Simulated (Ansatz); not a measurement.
## How many bands does the GW gap of TlSb4F13 (I4/m) need?

Wanted: a G0W0 gap for TlSb4F13 (I4/m) that is converged in bands and cutoff, or an estimate of the limit.

Main program and level: Ansatz 0.2.0; G0W0 on PBE, plane waves, PAW; PAW set soft_1.

## 1. The structure

The structure is tetragonal, space group I4/m (No. 87). Conventional cell: a = 9.637 Å, b = 9.637 Å, c = 6.584 Å, α = 90.00°, β = 90.00°, γ = 90.00°. Nearest to Tl lie 8 F at 2.93 Å. Nearest to Sb lie 3 F at 1.97 to 1.99 Å. Nearest to F lie 4 Sb at 2.67 Å and 8 F at 2.71 Å. Nearest to F lie 1 Sb at 1.99 Å. F has 1 Sb at 1.97 Å nearest. Farther neighbours and most contacts between anions are not listed.

Geometry: measured cell, ions relaxed with PBE. The runs that relaxed it are not among those shown. Spin-orbit coupling is left out unless a step names it.

## 2. 169 empty bands, screening to 39 eV

Now the one-shot GW correction: screening in the RPA, then the self-energy of the levels asked for. This step takes PAW set soft_1 files.

input.yaml

```yaml
crystal:
  lattice:
    - [-4.8185, 4.8185, 3.292]
    - [4.8185, -4.8185, 3.292]
    - [4.8185, 4.8185, -3.292]
  atoms:
    - { symbol: Tl, position: [0.5, 0.5, 0.0] }
    - { symbol: Sb, position: [0.0066871975, 0.277466579, 0.2841537765] }
    - { symbol: Sb, position: [0.277466579, 0.9933128025, 0.2707793815] }
    - { symbol: Sb, position: [0.9933128025, 0.722533421, 0.7158462235] }
    - { symbol: Sb, position: [0.722533421, 0.0066871975, 0.7292206185] }
    - { symbol: F, position: [0.0, 0.0, 0.0] }
    - { symbol: F, position: [0.5610386725, 0.8772598836, 0.4382985561] }
    - { symbol: F, position: [0.8772598836, 0.4389613275, 0.3162212112] }
    - { symbol: F, position: [0.4389613275, 0.1227401164, 0.5617014439] }
    - { symbol: F, position: [0.1227401164, 0.5610386725, 0.6837787888] }
    - { symbol: F, position: [0.430173073, 0.3339653296, 0.3219280492] }
    - { symbol: F, position: [0.3339653296, 0.0120372804, 0.9037922566] }
    - { symbol: F, position: [0.0120372804, 0.1082450237, 0.6780719508] }
    - { symbol: F, position: [0.1082450237, 0.430173073, 0.0962077434] }
    - { symbol: F, position: [0.569826927, 0.6660346704, 0.6780719508] }
    - { symbol: F, position: [0.6660346704, 0.9879627196, 0.0962077434] }
    - { symbol: F, position: [0.9879627196, 0.8917549763, 0.3219280492] }
    - { symbol: F, position: [0.8917549763, 0.569826927, 0.9037922566] }
kpoints:
  mp_grid: { grid: [4, 4, 4] }
hamiltonian:
  xc: pbe
  pseudopotentials: { kind: paw, azcp: { folder: soft_1 } }
scf:
  occupations: { method: fixed }
gw:
  n_empty_bands: 169
  ecut_chi: 39
  qp_bands: [v4, c4]
  qp_kpoints: band_edges
  screening: { model: contour_deformation }
```

On the command line:

```
$ ansatz run input.yaml --threads 2 --pin off --max-ram 92160MiB --backend cuda --events-out ev --progress --plain --runs-dir out --devices 1 --max-vram 13GiB
```

Numbers of over 12 decimals in the logs are rounded to 6 here.

Log:

```text
GPUs: using 1 of 1 available (devices: 1).
Engine: ansatz 0.2.0, x86_64-unknown-linux-gnu
Pseudopotentials: kind: paw
Pseudopotential: Tl, paw, valence charge 13, recommended cutoff 420 eV (normal), soft_1/Tl.paw.azcp
Pseudopotential: Sb, paw, valence charge 15, recommended cutoff 420 eV (normal), soft_1/Sb.paw.azcp
Pseudopotential: F, paw, valence charge 7, recommended cutoff 420 eV (normal), soft_1/F.paw.azcp
Functional definition: PBE
  parameter kappa = 0.804
  parameter beta = 0.066725
  exchange = pbe_x(kappa = kappa, mu = beta*pi^2/3)
  correlation = pbe_c(beta = beta)
device memory: the entry about to start is reckoned to put 3.7 GiB on a device that reports 41.6 GiB free (of which the cap on the GPU budget leaves the run 13.0 GiB)
GPU FFT provider: cuFFT
GPU libraries: cuBLAS 13.8.2, cuFFT 12.4.0, cuSOLVER 12.3.4
Crystal: 18 atoms, lattice volume = 305.734 Å³
Basis set: ecut = 420 eV, 6007 PW (Γ)
Bands: 100, of which v1, the nominal top of the filled ones, is band 82 counted from 1 (81 counted from 0)
Symmetry: 8 space group operations
Space group: I4/m (ITA 87), of the structure as read, at distance tolerance 6.7e-5 Å
k-points: 14 of 64
Non-local potential: Tl, projectors of the file, l = 0: 2, l = 1: 2, l = 2: 2, l = 3: 1
Non-local potential: Sb, projectors of the file, l = 0: 2, l = 1: 2, l = 2: 2, l = 3: 1
Non-local potential: F, projectors of the file, l = 0: 2, l = 1: 2, l = 2: 1
PAW form: soft (Blöchl's): semilocal exchange-correlation on the pseudo side does not see the compensation charge
PAW one-centre angular grid: Tl, 590 points (default); XC on 64 Gauss nodes
PAW one-centre angular grid: Sb, 590 points (default); XC on 64 Gauss nodes
PAW one-centre angular grid: F, 110 points (default); XC on 64 Gauss nodes
Initial density: superposition of atomic densities (chi_scale 0.1, normalization cell, long waves kept (reshape's long-wave potential 0.31 eV rms))
Initial wavefunctions: pseudopotential atomic-orbital guess
GPU buffer pool allocated for 157464 grid points (all kernels)
GPU transforms: local potential and band sums: pruned to the plane-wave sphere, on 54×54×54
Functional: x = pbe(κ = 0.804, μ = 0.219515), c = pbe(β = 0.066725)
SCF iter   1: F=—  HF=-47907.237593 eV  |F-HF|=—  |Δ(HF+E_count)|=         —  Δρ=1.04e-1  dr2=3.08e1  ethr=3.10e-3  ⟨swp⟩=4.1  Hψ=5052  notcnv=0  defer=189
preconditioner: auto → Resta (q_TF=auto, 2.459 Å⁻¹)  ε∞=4.0  [insulator: Δε(μ)=3.729 eV  Ē_g=13.652 eV  n_scr=70 (ndim 8)  ℏωp=23.6 eV  f_vac=0.073  ε∞_Penn≈4.0]
SCF iter   2: F=—  HF=-47898.646672 eV  |F-HF|=—  |Δ(HF+E_count)|=    8.59e0  Δρ=3.92e-2  dr2=4.86e0  ethr=3.10e-3  ⟨swp⟩=3.0  Hψ=2909  notcnv=0  defer=178
SCF iter   3: F=—  HF=-47897.500275 eV  |F-HF|=—  |Δ(HF+E_count)|=    1.15e0  Δρ=1.60e-2  dr2=1.40e0  ethr=2.96e-3  ⟨swp⟩=2.0  Hψ=2375  notcnv=0  defer=180
SCF iter   4: F=—  HF=-47897.030389 eV  |F-HF|=—  |Δ(HF+E_count)|=   4.70e-1  Δρ=5.02e-3  dr2=1.46e-1  ethr=8.55e-4  ⟨swp⟩=2.6  Hψ=2389  notcnv=0  defer=207
SCF iter   5: F=—  HF=-47896.992544 eV  |F-HF|=—  |Δ(HF+E_count)|=   3.78e-2  Δρ=4.63e-3  dr2=4.72e-2  ethr=8.90e-5  ⟨swp⟩=3.2  Hψ=1999  notcnv=0  defer=221
SCF iter   6: F=—  HF=-47896.984204 eV  |F-HF|=—  |Δ(HF+E_count)|=   8.34e-3  Δρ=1.47e-3  dr2=6.09e-3  ethr=2.88e-5  ⟨swp⟩=2.0  Hψ=2327  notcnv=0  defer=222
SCF iter   7: F=—  HF=-47896.984993 eV  |F-HF|=—  |Δ(HF+E_count)|=   7.89e-4  Δρ=3.03e-4  dr2=4.34e-4  ethr=3.71e-6  ⟨swp⟩=2.1  Hψ=2000  notcnv=0  defer=223
SCF iter   8: F=—  HF=-47896.985211 eV  |F-HF|=—  |Δ(HF+E_count)|=   2.18e-4  Δρ=7.77e-5  dr2=2.50e-5  ethr=2.65e-7  ⟨swp⟩=2.0  Hψ=1944  notcnv=0  defer=217
SCF iter   9: F=—  HF=-47896.985238 eV  |F-HF|=—  |Δ(HF+E_count)|=   2.78e-5  Δρ=2.40e-5  dr2=1.61e-6  ethr=1.52e-8  ⟨swp⟩=2.0  Hψ=2344  notcnv=0  defer=175
SCF iter  10: F=—  HF=-47896.985239 eV  |F-HF|=—  |Δ(HF+E_count)|=   7.84e-7  Δρ=1.51e-5  dr2=5.14e-7  ethr=9.81e-10  ⟨swp⟩=2.0  Hψ=2388  notcnv=0  defer=176
SCF iter  11: F=—  HF=-47896.985239 eV  |F-HF|=—  |Δ(HF+E_count)|=   1.31e-7  Δρ=1.00e-5  dr2=2.08e-7  ethr=3.14e-10  ⟨swp⟩=2.0  Hψ=2108  notcnv=0  defer=176
SCF iter  12: F=-47896.985239 eV  HF=-47896.985239 eV  |F-HF|=5.47e-9  |Δ(HF+E_count)|=   2.54e-9  Δρ=3.22e-6  dr2=2.76e-8  ethr=6.10e-11  ⟨swp⟩=12.4  Hψ=5834  notcnv=0
SCF 1 converged in 12 iterations: F = -47896.985239 eV  dr2 = 2.76e-8
  greatest PAW one-centre occupation: 0.997 electrons in one spin orbital (limit 2), on the Sb atom at site 4 (counted from 0), in its partial waves of l = 2
device memory: the entry about to start is reckoned to put 4.3 GiB (of the 4.5 GiB reckoned in all, the device holds 0.2 GiB already) on a device that reports 41.1 GiB free (of which the cap on the GPU budget leaves the run 12.8 GiB)
NSCF: frozen V_eff on 14 k-points
the band table was solved once the SCF had ended and its energy, with any forces and stress, was formed, with the checks that follow a solve (5629 applications of the Hamiltonian). They found nothing against the state; the energy, forces and stress were not computed again (output.eigenvalues in the input reference)
device memory: the entry about to start is reckoned to put 3.4 GiB on a device that reports 50.6 GiB free (of which the cap on the GPU budget leaves the run 13.0 GiB)
NSCF: frozen V_eff on 14 k-points
G₀W₀ screening: q 1/14
[... further progress lines ...]
device memory: the entry about to start is reckoned to put 1.4 GiB on a device that reports 50.2 GiB free (of which the cap on the GPU budget leaves the run 13.0 GiB)
NSCF: frozen V_eff on 1 k-points
SCF converged after 12 iterations
Free energy (F): -47896.985239 eV
Harris-Foulkes:  -47896.985239 eV  (|F-HF|=5.47e-9)
Internal energy: -47896.985239 eV  (E = F + TS)
E sigma→0 (E₀):  -47896.985239 eV
Fermi energy:    3.135090 eV
--- Per-component energies (eV) ---
  E_band       = -1453.887297
  E_kinetic    = 3472.691790
  E_local      = -16452.955904  (includes V_loc(G=0)·N_el)
  E_nonlocal   = 2998.933759
  E_hartree    = 6438.622568
  E_xc         = -1583.617315
  E_vxc        = -1769.504923  (∫ρ·V_xc dr)
  E_paw        = -31003.756034  (= ΣΔE_a)
  E_vpaw       = -2580.302126  (= ΣTr[D̂ρ^β])
  E_aug_tail   = 0.009652  (compensation charges beyond the density's cutoff)
  E_ewald      = -11766.913755
  E_smearing   = -0.000000  (= −TS)
  E_closure    = -0.000000  (closes the sum)
  Σ components = -47896.985239   (vs F -47896.985239, Δ=0.00e0)
--- Band table (eV; the first three rows and the last of 14) ---
  k-point 0: bands = [... 78 lower, 2.7812, 2.9858, 3.0058, 3.0058, 8.1602, 8.6289, 8.7401, 8.7401, ... 14 higher]
  k-point 1: bands = [... 78 lower, 2.8109, 2.8560, 2.9755, 3.0635, 8.1984, 8.3396, 8.6608, 8.8464, ... 14 higher]
  k-point 2: bands = [... 78 lower, 2.7550, 2.8548, 2.8650, 3.0748, 8.2104, 8.4883, 8.5094, 8.6093, ... 14 higher]
  k-point 13: bands = [... 78 lower, 2.8916, 2.9195, 2.9195, 3.0006, 7.9599, 8.1125, 8.1722, 8.8261, ... 14 higher]
--- G₀W₀: contour deformation, 5 samples at zero and on the imaginary axis and 0 off it, 64 q-points, 169 empty bands' worth ---
  eigenvalues of the whole cell's RPA ε∞ on this k-mesh (on a slab, of 1 + 4πα/V) = 2.6219, 2.7543, 2.7543; static W/v taken at q = 0 is 0.369717
  gw.qp_kpoints: band_edges: 14 of 14 stored k-points solved, in 1 pass; an edge of the gap read off the rows below is read off those points alone
    ik  band        ε_KS         Σx   Σc(E_QP)       V_xc       Z   E_QP_lin       E_QP  E_QP is
     0    79      2.7812   -24.8609     3.2195   -20.3799  0.7980     1.4984     1.5198  root
     0    80      2.9858   -22.6050     2.4480   -18.8198  0.8151     1.6277     1.6486  root
     0    81      3.0058   -25.1492     3.2573   -20.6852  0.7966     1.7803     1.7993  root
     0    82      3.0058   -25.1492     3.2573   -20.6852  0.7966     1.7803     1.7993  root
     0    83      8.1602   -12.3174    -2.6314   -16.4047  0.8274     9.6381     9.6161  root
     0    84      8.6289    -9.5638    -3.0659   -14.2235  0.8301    10.2529    10.2225  root
     0    85      8.7401   -10.1173    -3.0228   -14.7159  0.8274    10.3461    10.3158  root
     0    86      8.7401   -10.1173    -3.0228   -14.7159  0.8274    10.3461    10.3158  root
     1    79      2.8109   -24.9303     3.2667   -20.4088  0.7963     1.5348     1.5562  root
     1    80      2.8560   -23.4962     2.8376   -19.3898  0.8047     1.5668     1.5872  root
     1    81      2.9755   -24.6717     3.0975   -20.2755  0.8014     1.6551     1.6769  root
     1    82      3.0635   -25.3007     3.2319   -20.8192  0.7988     1.7938     1.8139  root
     1    83      8.1984   -11.6150    -2.7176   -15.8020  0.8295     9.6904     9.6678  root
     1    84      8.3396    -9.7342    -2.9537   -14.2016  0.8318     9.8788     9.8532  root
     1    85      8.6608   -10.8771    -2.8877   -15.2865  0.8254    10.2104    10.1825  root
     1    86      8.8464   -10.4644    -2.9753   -15.0213  0.8293    10.4571    10.4279  root
     2    79      2.7550   -26.9490     4.0378   -21.5663  0.7798     1.3815     1.4102  root
     2    80      2.8548   -25.2738     3.3731   -20.6464  0.7942     1.5790     1.6005  root
     2    81      2.8650   -22.5111     2.5081   -18.6162  0.8136     1.4548     1.4783  root
     2    82      3.0748   -25.5539     3.2649   -21.0456  0.7992     1.8117     1.8314  root
     2    83      8.2104    -9.7403    -2.9141   -14.1393  0.8328     9.7192     9.6953  root
     2    84      8.4883   -11.3177    -2.9083   -15.8352  0.8279    10.1267    10.0974  root
     2    85      8.5094   -10.8359    -2.8066   -15.0940  0.8294     9.9839     9.9609  root
     2    86      8.6093   -11.2927    -2.8127   -15.5987  0.8245    10.1291    10.1026  root
[...]
13    79      2.8916   -22.7053     2.5271   -18.7843  0.8140     1.4742     1.4977  root
    13    80      2.9195   -25.7996     3.5585   -21.0086  0.7889     1.6655     1.6871  root
    13    81      2.9195   -25.7996     3.5585   -21.0086  0.7889     1.6655     1.6871  root
    13    82      3.0006   -26.6001     3.5764   -21.7125  0.7943     1.6663     1.6895  root
    13    83      7.9599   -10.7070    -2.7012   -14.7974  0.8315     9.3687     9.3490  root
    13    84      8.1125    -9.6387    -2.8634   -13.9074  0.8360     9.5377     9.5177  root
    13    85      8.1722   -10.8745    -2.8575   -15.2582  0.8321     9.7227     9.6983  root
    13    86      8.8261    -9.2098    -2.9230   -13.6129  0.8416    10.3288    10.3062  root
```

The job ended after 39 s (1 × NVIDIA H100 80GB HBM3 (shared by 6 runs) with 2 threads of AMD EPYC 7R13 (Zen 3), shared host; peak memory 1.5 GiB; 52 s of CPU time).

This step gave:

```yaml
bands_summed: 251
rpa_eps_infinity_on_this_mesh_eigenvalues: 2.622, 2.754, 2.754
plane_waves_in_the_screening_matrix: 151
q_points_in_the_mesh: 64
g0w0_gap_on_the_mesh: 7.495 eV
k_of_the_valence_top: 0.25, 0.25, 0.25
k_of_the_conduction_bottom: 0.25, 0.25, -0.25
starting_gap_on_the_mesh: 4.812 eV
z_at_the_valence_top: 0.8014
z_at_the_conduction_bottom: 0.8315
least_direct_g0w0_gap_on_the_computed_points: 7.575 eV
```

The gap on the mesh goes from 4.81 eV to 7.50 eV, a correction of +2.68 eV. Between the two edge states, bare exchange in place of the xc potential would open the gap by 8.47 eV, and correlation takes back 5.79 eV.

## 3. 478 empty bands, screening to 78 eV

Another rung: the empty bands reach about as high as the screening cutoff, so the two stay in balance.

Changes to input.yaml since step 2:

```diff
@@ -32,4 +32,4 @@
 gw:
-  n_empty_bands: 169
-  ecut_chi: 39
+  n_empty_bands: 478
+  ecut_chi: 78
   qp_bands: [v4, c4]
```

Log:

```text
GPUs: using 1 of 1 available (devices: 1).
[...]
GPU FFT provider: cuFFT
GPU libraries: cuBLAS 13.8.2, cuFFT 12.4.0, cuSOLVER 12.3.4
Crystal: 18 atoms, lattice volume = 305.734 Å³
Basis set: ecut = 420 eV, 6007 PW (Γ)
Bands: 100, of which v1, the nominal top of the filled ones, is band 82 counted from 1 (81 counted from 0)
Symmetry: 8 space group operations
[...]
k-points: 14 of 64
[...]
GPU buffer pool allocated for 157464 grid points (all kernels)
[...]
SCF iter   1: F=—  HF=-47907.237593 eV  |F-HF|=—  |Δ(HF+E_count)|=         —  Δρ=1.04e-1  dr2=3.08e1  ethr=3.10e-3  ⟨swp⟩=4.1  Hψ=5052  notcnv=0  defer=189
[...]
SCF iter  12: F=-47896.985239 eV  HF=-47896.985239 eV  |F-HF|=5.47e-9  |Δ(HF+E_count)|=   2.54e-9  Δρ=3.22e-6  dr2=2.76e-8  ethr=6.10e-11  ⟨swp⟩=12.4  Hψ=5834  notcnv=0
SCF 1 converged in 12 iterations: F = -47896.985239 eV  dr2 = 2.76e-8
[...]
NSCF: frozen V_eff on 14 k-points
[...]
G₀W₀ screening: q 1/14
[... further progress lines ...]
[...]
SCF converged after 12 iterations
Free energy (F): -47896.985239 eV
[...]
Internal energy: -47896.985239 eV  (E = F + TS)
E sigma→0 (E₀):  -47896.985239 eV
Fermi energy:    3.135090 eV
[...]
--- Band table (eV; the first three rows and the last of 14) ---
  k-point 0: bands = [... 78 lower, 2.7812, 2.9858, 3.0058, 3.0058, 8.1602, 8.6289, 8.7401, 8.7401, ... 14 higher]
  k-point 1: bands = [... 78 lower, 2.8109, 2.8560, 2.9755, 3.0635, 8.1984, 8.3396, 8.6608, 8.8464, ... 14 higher]
  k-point 2: bands = [... 78 lower, 2.7550, 2.8548, 2.8650, 3.0748, 8.2104, 8.4883, 8.5094, 8.6093, ... 14 higher]
  k-point 13: bands = [... 78 lower, 2.8916, 2.9195, 2.9195, 3.0006, 7.9599, 8.1125, 8.1722, 8.8261, ... 14 higher]
[...]
0    79      2.7812   -24.8609     3.1998   -20.3799  0.7892     1.4786     1.5001  root
     0    80      2.9858   -22.6050     2.2966   -18.8198  0.8091     1.4712     1.4973  root
     0    81      3.0058   -25.1492     3.2489   -20.6852  0.7876     1.7721     1.7908  root
     0    82      3.0058   -25.1492     3.2489   -20.6852  0.7876     1.7721     1.7908  root
     0    83      8.1602   -12.3174    -2.7796   -16.4047  0.8208     9.4848     9.4678  root
     0    84      8.6289    -9.5638    -3.3232   -14.2235  0.8263     9.9855     9.9653  root
     0    85      8.7401   -10.1173    -3.2438   -14.7159  0.8229    10.1161    10.0948  root
     0    86      8.7401   -10.1173    -3.2438   -14.7159  0.8229    10.1161    10.0948  root
[...]
13    83      7.9599   -10.7070    -2.8658   -14.7974  0.8266     9.1991     9.1845  root
    13    84      8.1125    -9.6387    -3.1070   -13.9074  0.8318     9.2871     9.2741  root
    13    85      8.1722   -10.8745    -3.0972   -15.2582  0.8271     9.4750     9.4586  root
    13    86      8.8261    -9.2098    -3.1748   -13.6129  0.8384    10.0691    10.0544  root
```

Elapsed: 100 s, on 1 × NVIDIA H100 80GB HBM3 (shared by 6 runs) with 2 threads; peak memory 2.4 GiB; 2.6 min of CPU time.

This step gave:

```
bands summed                                 : 560
RPA ε∞ on this mesh (eigenvalues)            : 2.622, 2.761, 2.761
plane waves in the screening matrix          : 473
q-points in the mesh                         : 64
G0W0 gap on the mesh                         : 7.336 eV
k of the valence top                         : 0, 0, -0.5
k of the conduction bottom                   : 0.25, 0.25, -0.25
starting gap on the mesh                     : 4.812 eV
Z at the valence top                         : 0.7896
Z at the conduction bottom                   : 0.8262
least direct G0W0 gap on the computed points : 7.405 eV
```

Against the run with 4×4×4 mesh, 169 empty bands, screening to 39 eV, PAW set soft_1 files, the gap moves by −0.16 eV.

## 4. 1029 empty bands, screening to 130 eV

Changes to input.yaml since step 3:

```diff
@@ -32,4 +32,4 @@
 gw:
-  n_empty_bands: 478
-  ecut_chi: 78
+  n_empty_bands: 1029
+  ecut_chi: 130.0
   qp_bands: [v4, c4]
```

Log:

```text
GPUs: using 1 of 1 available (devices: 1).
[...]
GPU FFT provider: cuFFT
GPU libraries: cuBLAS 13.8.2, cuFFT 12.4.0, cuSOLVER 12.3.4
Crystal: 18 atoms, lattice volume = 305.734 Å³
Basis set: ecut = 420 eV, 6007 PW (Γ)
Bands: 100, of which v1, the nominal top of the filled ones, is band 82 counted from 1 (81 counted from 0)
Symmetry: 8 space group operations
[...]
k-points: 14 of 64
[...]
0    86      8.7401   -10.1173    -3.3938   -14.7159  0.8210     9.9611     9.9448  root
[...]
13    83      7.9599   -10.7070    -2.9911   -14.7974  0.8245     9.0706     9.0592  root
    13    84      8.1125    -9.6387    -3.2461   -13.9074  0.8302     9.1448     9.1350  root
    13    85      8.1722   -10.8745    -3.2482   -15.2582  0.8250     9.3200     9.3077  root
    13    86      8.8261    -9.2098    -3.3145   -13.6129  0.8366     9.9260     9.9147  root
[key lines of the parts left out:]
SCF converged after 12 iterations
Free energy (F): -47896.985239 eV
Fermi energy:    3.135090 eV
```

It took 3.8 min on 1 × NVIDIA H100 80GB HBM3 (shared by 6 runs) with 2 threads; peak memory 4.5 GiB.

This step gave:

- bands summed: 1111
- RPA ε∞ on this mesh (eigenvalues): 2.616, 2.752, 2.752
- plane waves in the screening matrix: 999
- G0W0 gap on the mesh: 7.351 eV
- k of the valence top: 0, 0, -0.5
- k of the conduction bottom: 0.25, 0.25, -0.25
- starting gap on the mesh: 4.812 eV
- least direct G0W0 gap on the computed points: 7.417 eV

Against the run with 4×4×4 mesh, 478 empty bands, screening to 78 eV, PAW set soft_1 files, the gap moves by +0.015 eV.

[end of part 1 of 2]

[Paths, hosts, dates, memory and timing lines, banners, echoed tables and standing remarks are left out of the program output.]

[Logs are printed without paths, hosts, clocks, repeated set-up lines and the standing remarks that a program may print on its own settings, such as how far it seeks lower states.]

[Runs of the session that timed out or met a known fault of the program may be left out.]

[Cells called generated may have been cut or substituted from an entry of the Crystallography Open Database or the Materials Project.]

[Hosts, paths, dates, database ids (printed as entryN), source tags and the programs' standing remarks are cut or masked in the printed files.]
